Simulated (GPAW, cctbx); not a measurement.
# Reading charge transfer from structure factors

Cs4BiRh, F-43m (no. 216), a = 10.3952 Å, b = 10.3952 Å, c = 10.3952 Å, α = 90.00°, β = 90.00°, γ = 90.00°.

| atom | mult. | x | y | z |
| --- | --- | --- | --- | --- |
| Bi1 | 4 | 0 | 0 | 0 |
| Cs1 | 16 | 0.1248 | 0.8752 | 0.6248 |
| Rh1 | 4 | 1/4 | 1/4 | 3/4 |

The start was made by putting kin elements into a known structure type; the compound need not exist, or be stable, in this form.

Absolute values of the static structure factors of the conventional cell from DFT (PBE, GPAW) against free spherical atoms, in electrons:

```
hkl  d (Å)  free atoms  crystal
111  6.002      122.93   121.98
020  5.198      148.94   148.81
022  3.675      461.10   461.83
131  3.134      696.88   696.23
222  3.001      751.84   751.22
040  2.599      281.64   282.16
133  2.385      110.24   110.39
042  2.324      133.19   132.98
242  2.122      405.31   405.09
151  2.001      614.79   614.67
```

**Question.** Which way does charge move, and which reflections show it best?

Project each element's phase sum on the total phase. At low angle |F| should rise if density moves to atoms that scatter in phase and fall if it moves to atoms that scatter against it.

| hkl | Bi in phase | Cs in phase | Rh in phase | change (e) | (%) |
| --- | --- | --- | --- | --- | --- |
| 111 | +0.8 | +4.3 | -3.9 | -0.95 | -0.8 |
| 020 | +4.0 | 0.0 | -4.0 | -0.13 | -0.1 |
| 022 | +4.0 | 0.0 | +4.0 | +0.73 | +0.2 |
| 131 | +3.2 | +7.9 | +2.4 | -0.65 | -0.1 |
| 222 | +0.8 | +15.7 | -0.8 | -0.62 | -0.1 |
| 040 | -4.0 | +16.0 | -4.0 | +0.52 | +0.2 |
| 133 | +1.3 | +3.6 | -3.8 | +0.16 | +0.1 |
| 042 | +4.0 | 0.0 | -4.0 | -0.21 | -0.2 |

Low-angle reflections that set elements apart and change by more than 0.05 e: 111, 020, 022, 222, 040, 133 and 042. The real-space density gives Voronoi charges Bi -0.37, Cs +0.18, Rh -0.33 e. The signs that these charges predict hold for 111, 022 and 222 and fail for 020, 040, 133 and 042, so the simple rule can't give the direction here. The reflections see the density near the nuclei and the atoms' change of size and shape; Voronoi cells count what crosses the midplanes.

[Outputs are excerpts: Python notices, other lines and further rows are left out; steps that failed or that the build refused (PBEsol, TPSS) are not shown.]

[Logs are printed without paths, hosts, clocks, repeated set-up lines and the standing remarks that a program may print on its own settings, such as how far it seeks lower states.]
